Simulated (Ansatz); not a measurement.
**SiO2 (Stishovite): the gap under strain at three levels**

Aim: how the gap of SiO2 (Stishovite) follows strain, by a semilocal functional, a hybrid and G0W0.

Method: a semilocal functional, HSE06 and G0W0, plane waves, PAW, in Ansatz 0.2.0.

This is a report of a sequence of runs, with most program output left out.

### 1. Set-up

Symmetry: P4_2/mnm, No. 136, tetragonal system. The conventional cell has a = 4.177 Å, b = 4.177 Å, c = 2.665 Å, α = 90.00°, β = 90.00°, γ = 90.00°. Nearest to Si lie 6 O at 1.76 to 1.80 Å. Nearest to O lie 3 Si at 1.76 to 1.80 Å. Farther neighbours and most contacts between anions are not listed.

The cell is from the Crystallography Open Database; the positions were relaxed with PBE.

### 2. Unstrained: PBE

This step: DFT, PBE, plane waves, PAW; PAW set soft_1.

The input, input.yaml:

```yaml
crystal:
  lattice:
    - [4.1773, 0.0, 0.0]
    - [0.0, 4.1773, 0.0]
    - [0.0, 0.0, 2.6652]
  atoms:
    - { symbol: Si, position: [0.0, 0.0, 0.0] }
    - { symbol: Si, position: [0.5, 0.5, 0.5] }
    - { symbol: O, position: [0.305489156, 0.305489156, 0.0] }
    - { symbol: O, position: [0.194510844, 0.805489156, 0.5] }
    - { symbol: O, position: [0.694510844, 0.694510844, 0.0] }
    - { symbol: O, position: [0.805489156, 0.194510844, 0.5] }
kpoints:
  mp_grid: { grid: [6, 6, 8] }
  band_path:
    path:
      - [0.0, 0.0, 0.0]
      - [0.0, 0.5, 0.0]
      - [0.5, 0.5, 0.0]
      - [0.0, 0.0, 0.5]
      - [0.0, 0.5, 0.5]
      - [0.5, 0.5, 0.5]
    npoints: 1
hamiltonian:
  xc: pbe
  pseudopotentials: { kind: paw, azcp: { folder: soft_1 } }
scf:
  occupations: { method: fermi_dirac, width: 0.02 }
  n_extra_bands: 6
output:
  eigenvalues: true
  write_density: true
  write_potential: true
  elf: true
  volumetric_format: npy
```

Launch:

```
$ ansatz run input.yaml --threads 3 --pin off --max-ram 92160MiB --backend cuda --events-out ev --progress --plain --runs-dir out --devices 1 --max-vram 13GiB
```

Wall time 8.2 s (1 × NVIDIA H100 80GB HBM3 (shared by 6 runs) with 3 threads of AMD EPYC 7R13 (Zen 3), shared host); peak memory 0.87 GiB.

Numbers from this step:

| Item | Value |
| --- | --- |
| gap | 5.627 eV |
| valence top at | Γ |
| conduction bottom at | Γ |
| least direct gap | 5.627 eV |

The gap is direct, at Γ.

### 3. Unstrained: G0W0

G0W0 replaces the xc potential by the self-energy, built once from these orbitals. Only a window of levels is corrected, while the sums run over the empty bands that the input names. This step takes PAW set soft_1 files.

This step: G0W0 on PBE, plane waves, PAW; PAW set soft_1.

input.yaml, the sections that differ from step 2:

```yaml
kpoints:
  mp_grid: { grid: [4, 4, 6] }
scf:
  occupations: { method: fixed }
gw:
  n_empty_bands: 174
  ecut_chi: 140
  qp_bands: [v2, c2]
  qp_kpoints: band_edges
  screening: { model: contour_deformation }
# crystal, hamiltonian: as in step 2
# output: removed
```

Wall time 17 s (1 × NVIDIA H100 80GB HBM3 (shared by 6 runs) with 3 threads); peak memory 1.2 GiB.

This step gave:

```yaml
bands_summed: 190
rpa_eps_infinity_on_this_mesh_eigenvalues: 3.231, 3.231, 3.390
plane_waves_in_the_screening_matrix: 181
q_points_in_the_mesh: 96
g0w0_gap_on_the_mesh: 8.467 eV
k_of_the_valence_top: 0, 0, 0
k_of_the_conduction_bottom: 0, 0, 0
starting_gap_on_the_mesh: 5.627 eV
z_at_the_valence_top: 0.8125
z_at_the_conduction_bottom: 0.8463
least_direct_g0w0_gap_on_the_computed_points: 8.467 eV
```

The gap on the mesh goes from 5.63 eV to 8.47 eV, a correction of +2.84 eV. Between the two edge states, bare exchange in place of the xc potential would open the gap by 11.99 eV, and correlation takes back 9.14 eV.

### 4. Unstrained: HSE06

The screened hybrid is the usual rung above semilocal functionals: a quarter of exact exchange, cut off beyond a few ångström.

This step: DFT, HSE06, plane waves, PAW; PAW set soft_1.

input.yaml: that of step 3 with these lines changed.

```diff
@@ -14,4 +14,13 @@
   mp_grid: { grid: [4, 4, 6] }
+  band_path:
+    path:
+      - [0.0, 0.0, 0.0]
+      - [0.0, 0.5, 0.0]
+      - [0.5, 0.5, 0.0]
+      - [0.0, 0.0, 0.5]
+      - [0.0, 0.5, 0.5]
+      - [0.5, 0.5, 0.5]
+    npoints: 1
 hamiltonian:
-  xc: pbe
+  xc: hse06
   pseudopotentials: { kind: paw, azcp: { folder: soft_1 } }
@@ -19,7 +28,8 @@
   occupations: { method: fixed }
-gw:
-  n_empty_bands: 174
-  ecut_chi: 140
-  qp_bands: [v2, c2]
-  qp_kpoints: band_edges
-  screening: { model: contour_deformation }
+  n_extra_bands: 6
+output:
+  eigenvalues: true
+  write_density: true
+  write_potential: true
+  elf: true
+  volumetric_format: npy
```

It took 17 s on 1 × NVIDIA H100 80GB HBM3 (shared by 6 runs) with 3 threads; peak memory 1.3 GiB; 19 s of CPU time.

This step gave:

```
gap                     : 7.735 eV
valence top at          : Γ
conduction bottom at    : Γ
least direct gap        : 7.735 eV
exact-exchange fraction : 0.25
```

The gap stands +2.11 eV against PBE.

### 5. Hydrostatic -2.0 %: PBE

This step: DFT, PBE, plane waves, PAW; PAW set soft_1.

The cell differs from the one that the last finished run ended in (a 4.177 → 4.094 Å, b 4.177 → 4.094 Å, c 2.665 → 2.612 Å).

The input, input.yaml:

```yaml
crystal:
  lattice:
    - [4.093754, 0.0, 0.0]
    - [0.0, 4.093754, 0.0]
    - [0.0, 0.0, 2.611896]
  atoms:
    - { symbol: Si, position: [0.0, 0.0, 0.0] }
    - { symbol: Si, position: [0.5, 0.5, 0.5] }
    - { symbol: O, position: [0.303622786, 0.303622786, 0.0] }
    - { symbol: O, position: [0.196377214, 0.803622786, 0.5] }
    - { symbol: O, position: [0.696377214, 0.696377214, 0.0] }
    - { symbol: O, position: [0.803622786, 0.196377214, 0.5] }
kpoints:
  mp_grid: { grid: [6, 6, 8] }
  band_path:
    path:
      - [0.0, 0.0, 0.0]
      - [0.0, 0.5, 0.0]
      - [0.5, 0.5, 0.0]
      - [0.0, 0.0, 0.5]
      - [0.0, 0.5, 0.5]
      - [0.5, 0.5, 0.5]
    npoints: 1
hamiltonian:
  xc: pbe
  pseudopotentials: { kind: paw, azcp: { folder: soft_1 } }
scf:
  occupations: { method: fermi_dirac, width: 0.02 }
  n_extra_bands: 6
output:
  eigenvalues: true
```

Elapsed: 5.5 s, on 1 × NVIDIA H100 80GB HBM3 (shared by 6 runs) with 3 threads; peak memory 0.86 GiB.

Numbers from this step:

```yaml
gap: 6.674 eV
valence_top_at: Γ
conduction_bottom_at: Γ
least_direct_gap: 6.674 eV
```

The gap is direct, at Γ.

### 6. Hydrostatic -2.0 %: G0W0

This step: G0W0 on PBE, plane waves, PAW; PAW set soft_1.

input.yaml, the sections that differ from step 5:

```yaml
kpoints:
  mp_grid: { grid: [4, 4, 6] }
scf:
  occupations: { method: fixed }
gw:
  n_empty_bands: 174
  ecut_chi: 140
  qp_bands: [v2, c2]
  qp_kpoints: band_edges
  screening: { model: contour_deformation }
# crystal, hamiltonian: as in step 5
# output: removed
```

The job ended after 17 s (1 × NVIDIA H100 80GB HBM3 (shared by 6 runs) with 3 threads; peak memory 1.1 GiB; 24 s of CPU time).

This step gave:

- bands summed: 190
- RPA ε∞ on this mesh (eigenvalues): 3.166, 3.166, 3.311
- plane waves in the screening matrix: 177
- G0W0 gap on the mesh: 9.597 eV
- k of the valence top: 0, 0, 0
- k of the conduction bottom: 0, 0, 0
- starting gap on the mesh: 6.674 eV
- least direct G0W0 gap on the computed points: 9.597 eV

The gap on the mesh goes from 6.67 eV to 9.60 eV, a correction of +2.92 eV, though a band edge has moved to another state.

### 7. Hydrostatic -2.0 %: HSE06

This step: DFT, HSE06, plane waves, PAW; PAW set soft_1.

input.yaml: that of step 6 with these lines changed.

```diff
@@ -14,4 +14,13 @@
   mp_grid: { grid: [4, 4, 6] }
+  band_path:
+    path:
+      - [0.0, 0.0, 0.0]
+      - [0.0, 0.5, 0.0]
+      - [0.5, 0.5, 0.0]
+      - [0.0, 0.0, 0.5]
+      - [0.0, 0.5, 0.5]
+      - [0.5, 0.5, 0.5]
+    npoints: 1
 hamiltonian:
-  xc: pbe
+  xc: hse06
   pseudopotentials: { kind: paw, azcp: { folder: soft_1 } }
@@ -19,7 +28,4 @@
   occupations: { method: fixed }
-gw:
-  n_empty_bands: 174
-  ecut_chi: 140
-  qp_bands: [v2, c2]
-  qp_kpoints: band_edges
-  screening: { model: contour_deformation }
+  n_extra_bands: 6
+output:
+  eigenvalues: true
```

It took 25 s on 1 × NVIDIA H100 80GB HBM3 (shared by 6 runs) with 3 threads; peak memory 1.3 GiB.

Numbers from this step:

```
gap                  : 8.850 eV
valence top at       : Γ
conduction bottom at : Γ
least direct gap     : 8.850 eV
```

The gap stands +2.18 eV against PBE.

### 8. Hydrostatic +1.5 %: PBE

This step: DFT, PBE, plane waves, PAW; PAW set soft_1.

The cell differs from the one that the last finished run ended in (a 4.094 → 4.240 Å, b 4.094 → 4.240 Å, c 2.612 → 2.705 Å).

The input, input.yaml:

```yaml
crystal:
  lattice:
    - [4.2399595, 0.0, 0.0]
    - [0.0, 4.2399595, 0.0]
    - [0.0, 0.0, 2.705178]
  atoms:
    - { symbol: Si, position: [0.0, 0.0, 0.0] }
    - { symbol: Si, position: [0.5, 0.5, 0.5] }
    - { symbol: O, position: [0.3070901299, 0.3070901299, 0.0] }
    - { symbol: O, position: [0.1929098701, 0.8070901299, 0.5] }
    - { symbol: O, position: [0.6929098701, 0.6929098701, 0.0] }
    - { symbol: O, position: [0.8070901299, 0.1929098701, 0.5] }
kpoints:
  mp_grid: { grid: [6, 6, 8] }
  band_path:
    path:
      - [0.0, 0.0, 0.0]
      - [0.0, 0.5, 0.0]
      - [0.5, 0.5, 0.0]
      - [0.0, 0.0, 0.5]
      - [0.0, 0.5, 0.5]
      - [0.5, 0.5, 0.5]
    npoints: 1
hamiltonian:
  xc: pbe
  pseudopotentials: { kind: paw, azcp: { folder: soft_1 } }
scf:
  occupations: { method: fermi_dirac, width: 0.02 }
  n_extra_bands: 6
output:
  eigenvalues: true
```

The job ended after 7.8 s (1 × NVIDIA H100 80GB HBM3 (shared by 6 runs) with 3 threads; peak memory 0.86 GiB; 8.5 s of CPU time).

Numbers from this step:

```yaml
gap: 4.905 eV
valence_top_at: Γ
conduction_bottom_at: Γ
least_direct_gap: 4.905 eV
```

The gap is direct, at Γ.

### 9. Hydrostatic +1.5 %: G0W0

This step: G0W0 on PBE, plane waves, PAW; PAW set soft_1.

input.yaml, the sections that differ from step 8:

```yaml
kpoints:
  mp_grid: { grid: [4, 4, 6] }
scf:
  occupations: { method: fixed }
gw:
  n_empty_bands: 174
  ecut_chi: 140
  qp_bands: [v2, c2]
  qp_kpoints: band_edges
  screening: { model: contour_deformation }
# crystal, hamiltonian: as in step 8
# output: removed
```

Run time: 20 s. Hardware: 1 × NVIDIA H100 80GB HBM3 (shared by 6 runs) with 3 threads; peak memory 1.2 GiB.

Numbers from this step:

| Property | Result |
| --- | --- |
| bands summed | 190 |
| RPA ε∞ on this mesh (eigenvalues) | 3.292, 3.292, 3.461 |
| plane waves in the screening matrix | 181 |
| G0W0 gap on the mesh | 7.612 eV |
| k of the valence top | 0, 0, 0 |
| k of the conduction bottom | 0, 0, 0 |
| starting gap on the mesh | 4.905 eV |
| least direct G0W0 gap on the computed points | 7.612 eV |

The gap on the mesh goes from 4.91 eV to 7.61 eV, a correction of +2.71 eV. Between the two edge states, bare exchange in place of the xc potential would open the gap by 11.77 eV, and correlation takes back 9.06 eV.

### 10. Hydrostatic +1.5 %: HSE06

This step: DFT, HSE06, plane waves, PAW; PAW set soft_1.

input.yaml: that of step 9 with these lines changed.

```diff
@@ -14,4 +14,13 @@
   mp_grid: { grid: [4, 4, 6] }
+  band_path:
+    path:
+      - [0.0, 0.0, 0.0]
+      - [0.0, 0.5, 0.0]
+      - [0.5, 0.5, 0.0]
+      - [0.0, 0.0, 0.5]
+      - [0.0, 0.5, 0.5]
+      - [0.5, 0.5, 0.5]
+    npoints: 1
 hamiltonian:
-  xc: pbe
+  xc: hse06
   pseudopotentials: { kind: paw, azcp: { folder: soft_1 } }
@@ -19,7 +28,8 @@
   occupations: { method: fixed }
-gw:
-  n_empty_bands: 174
-  ecut_chi: 140
-  qp_bands: [v2, c2]
-  qp_kpoints: band_edges
-  screening: { model: contour_deformation }
+  n_extra_bands: 6
+output:
+  eigenvalues: true
+  write_density: true
+  write_potential: true
+  elf: true
+  volumetric_format: npy
```

The job ended after 25 s (1 × NVIDIA H100 80GB HBM3 (shared by 6 runs) with 3 threads; peak memory 1.3 GiB).

Numbers from this step:

- gap: 6.964 eV
- valence top at: Γ
- conduction bottom at: Γ
- least direct gap: 6.964 eV

The gap stands +2.06 eV against PBE.

### 11. Uniaxial along z -2.0 %: PBE

This step: DFT, PBE, plane waves, PAW; PAW set soft_1.

The cell differs from the one that the last finished run ended in (a 4.240 → 4.177 Å, b 4.240 → 4.177 Å, c 2.705 → 2.612 Å).

The input, input.yaml:

```yaml
crystal:
  lattice:
    - [4.1773, 0.0, 0.0]
    - [0.0, 4.1773, 0.0]
    - [0.0, 0.0, 2.611896]
  atoms:
    - { symbol: Si, position: [0.0, 0.0, 0.0] }
    - { symbol: Si, position: [0.5, 0.5, 0.5] }
    - { symbol: O, position: [0.3052907129, 0.3052907129, 0.0] }
    - { symbol: O, position: [0.1947092871, 0.8052907129, 0.5] }
    - { symbol: O, position: [0.6947092871, 0.6947092871, 0.0] }
    - { symbol: O, position: [0.8052907129, 0.1947092871, 0.5] }
kpoints:
  mp_grid: { grid: [6, 6, 8] }
  band_path:
    path:
      - [0.0, 0.0, 0.0]
      - [0.0, 0.5, 0.0]
      - [0.5, 0.5, 0.0]
      - [0.0, 0.0, 0.5]
      - [0.0, 0.5, 0.5]
      - [0.5, 0.5, 0.5]
    npoints: 1
hamiltonian:
  xc: pbe
  pseudopotentials: { kind: paw, azcp: { folder: soft_1 } }
scf:
  occupations: { method: fermi_dirac, width: 0.02 }
  n_extra_bands: 6
output:
  eigenvalues: true
```

The job ended after 5.2 s (1 × NVIDIA H100 80GB HBM3 (shared by 6 runs) with 3 threads; peak memory 0.86 GiB).

This step gave:

| Quantity | Value |
| --- | --- |
| gap | 6.051 eV |
| valence top at | k = Γ |
| conduction bottom at | Γ |
| least direct gap | 6.051 eV |

The gap is direct, at Γ.

### 12. Uniaxial along z -2.0 %: G0W0

This step: G0W0 on PBE, plane waves, PAW; PAW set soft_1.

input.yaml, the sections that differ from step 11:

```yaml
kpoints:
  mp_grid: { grid: [4, 4, 6] }
scf:
  occupations: { method: fixed }
gw:
  n_empty_bands: 174
  ecut_chi: 140
  qp_bands: [v2, c2]
  qp_kpoints: band_edges
  screening: { model: contour_deformation }
# crystal, hamiltonian: as in step 11
# output: removed
```

Wall time 24 s (1 × NVIDIA H100 80GB HBM3 (shared by 6 runs) with 3 threads); peak memory 1.2 GiB.

This step gave:

```
bands summed                                 : 190
RPA ε∞ on this mesh (eigenvalues)            : 3.208, 3.208, 3.325
plane waves in the screening matrix          : 181
G0W0 gap on the mesh                         : 8.969 eV
k of the valence top                         : 0, 0, 0
k of the conduction bottom                   : 0, 0, 0
starting gap on the mesh                     : 6.051 eV
least direct G0W0 gap on the computed points : 8.969 eV
```

The gap on the mesh goes from 6.05 eV to 8.97 eV, a correction of +2.92 eV. Between the two edge states, bare exchange in place of the xc potential would open the gap by 12.10 eV, and correlation takes back 9.18 eV.

### 13. Uniaxial along z -2.0 %: HSE06

This step: DFT, HSE06, plane waves, PAW; PAW set soft_1.

input.yaml: that of step 12 with these lines changed.

```diff
@@ -14,4 +14,13 @@
   mp_grid: { grid: [4, 4, 6] }
+  band_path:
+    path:
+      - [0.0, 0.0, 0.0]
+      - [0.0, 0.5, 0.0]
+      - [0.5, 0.5, 0.0]
+      - [0.0, 0.0, 0.5]
+      - [0.0, 0.5, 0.5]
+      - [0.5, 0.5, 0.5]
+    npoints: 1
 hamiltonian:
-  xc: pbe
+  xc: hse06
   pseudopotentials: { kind: paw, azcp: { folder: soft_1 } }
@@ -19,7 +28,8 @@
   occupations: { method: fixed }
-gw:
-  n_empty_bands: 174
-  ecut_chi: 140
-  qp_bands: [v2, c2]
-  qp_kpoints: band_edges
-  screening: { model: contour_deformation }
+  n_extra_bands: 6
+output:
+  eigenvalues: true
+  write_density: true
+  write_potential: true
+  elf: true
+  volumetric_format: npy
```

Elapsed: 28 s, on 1 × NVIDIA H100 80GB HBM3 (shared by 6 runs) with 3 threads; peak memory 1.3 GiB.

This step gave:

- gap: 8.186 eV
- valence top at: Γ
- conduction bottom at: Γ
- least direct gap: 8.186 eV

The gap stands +2.13 eV against PBE.

### 14. Biaxial in xy +4.0 %: PBE

This step: DFT, PBE, plane waves, PAW; PAW set soft_1.

The cell differs from the one that the last finished run ended in (a 4.177 → 4.344 Å, b 4.177 → 4.344 Å, c 2.612 → 2.665 Å).

The input, input.yaml:

```yaml
crystal:
  lattice:
    - [4.344392, 0.0, 0.0]
    - [0.0, 4.344392, 0.0]
    - [0.0, 0.0, 2.6652]
  atoms:
    - { symbol: Si, position: [0.0, 0.0, 0.0] }
    - { symbol: Si, position: [0.5, 0.5, 0.5] }
    - { symbol: O, position: [0.3104295692, 0.3104295692, 0.0] }
    - { symbol: O, position: [0.1895704308, 0.8104295692, 0.5] }
    - { symbol: O, position: [0.6895704308, 0.6895704308, 0.0] }
    - { symbol: O, position: [0.8104295692, 0.1895704308, 0.5] }
kpoints:
  mp_grid: { grid: [6, 6, 8] }
  band_path:
    path:
      - [0.0, 0.0, 0.0]
      - [0.0, 0.5, 0.0]
      - [0.5, 0.5, 0.0]
      - [0.0, 0.0, 0.5]
      - [0.0, 0.5, 0.5]
      - [0.5, 0.5, 0.5]
    npoints: 1
hamiltonian:
  xc: pbe
  pseudopotentials: { kind: paw, azcp: { folder: soft_1 } }
scf:
  occupations: { method: fermi_dirac, width: 0.02 }
  n_extra_bands: 6
output:
  eigenvalues: true
  write_density: true
  write_potential: true
  elf: true
  volumetric_format: npy
```

Run time: 6.6 s. Hardware: 1 × NVIDIA H100 80GB HBM3 (shared by 6 runs) with 3 threads; peak memory 0.89 GiB.

This step gave:

* gap: 4.657 eV
* valence top at: Γ
* conduction bottom at: Γ
* least direct gap: 4.657 eV

The gap is direct, at Γ.

### 15. Biaxial in xy +4.0 %: G0W0

This step: G0W0 on PBE, plane waves, PAW; PAW set soft_1.

input.yaml, the sections that differ from step 14:

```yaml
kpoints:
  mp_grid: { grid: [4, 4, 6] }
scf:
  occupations: { method: fixed }
gw:
  n_empty_bands: 174
  ecut_chi: 140
  qp_bands: [v2, c2]
  qp_kpoints: band_edges
  screening: { model: contour_deformation }
# crystal, hamiltonian: as in step 14
# output: removed
```

Wall time 22 s (1 × NVIDIA H100 80GB HBM3 (shared by 6 runs) with 3 threads); peak memory 1.2 GiB.

Numbers from this step:

```
bands summed                                 : 190
RPA ε∞ on this mesh (eigenvalues)            : 3.323, 3.323, 3.433
plane waves in the screening matrix          : 189
G0W0 gap on the mesh                         : 7.297 eV
k of the valence top                         : 0, 0, 0
k of the conduction bottom                   : 0, 0, 0
starting gap on the mesh                     : 4.657 eV
least direct G0W0 gap on the computed points : 7.297 eV
```

The gap on the mesh goes from 4.66 eV to 7.30 eV, a correction of +2.64 eV. Between the two edge states, bare exchange in place of the xc potential would open the gap by 11.63 eV, and correlation takes back 8.99 eV.

### 16. Biaxial in xy +4.0 %: HSE06

This step: DFT, HSE06, plane waves, PAW; PAW set soft_1.

input.yaml: that of step 15 with these lines changed.

```diff
@@ -14,4 +14,13 @@
   mp_grid: { grid: [4, 4, 6] }
+  band_path:
+    path:
+      - [0.0, 0.0, 0.0]
+      - [0.0, 0.5, 0.0]
+      - [0.5, 0.5, 0.0]
+      - [0.0, 0.0, 0.5]
+      - [0.0, 0.5, 0.5]
+      - [0.5, 0.5, 0.5]
+    npoints: 1
 hamiltonian:
-  xc: pbe
+  xc: hse06
   pseudopotentials: { kind: paw, azcp: { folder: soft_1 } }
@@ -19,7 +28,4 @@
   occupations: { method: fixed }
-gw:
-  n_empty_bands: 174
-  ecut_chi: 140
-  qp_bands: [v2, c2]
-  qp_kpoints: band_edges
-  screening: { model: contour_deformation }
+  n_extra_bands: 6
+output:
+  eigenvalues: true
```

Elapsed: 25 s, on 1 × NVIDIA H100 80GB HBM3 (shared by 6 runs) with 3 threads; peak memory 1.3 GiB.

This step gave:

```
gap                  : 6.686 eV
valence top at       : Γ
conduction bottom at : Γ
least direct gap     : 6.686 eV
```

The gap stands +2.03 eV against PBE.

(Part 1 of 2 ends here.)

[Paths, hosts, dates, memory and timing lines, banners, echoed tables and standing remarks are left out of the program output.]

[Logs are printed without paths, hosts, clocks, repeated set-up lines and the standing remarks that a program may print on its own settings, such as how far it seeks lower states.]

[Runs of the session that timed out or met a known fault of the program may be left out.]

[Cells called generated may have been cut or substituted from an entry of the Crystallography Open Database or the Materials Project.]

[Hosts, paths, dates, database ids (printed as entryN), source tags and the programs' standing remarks are cut or masked in the printed files.]
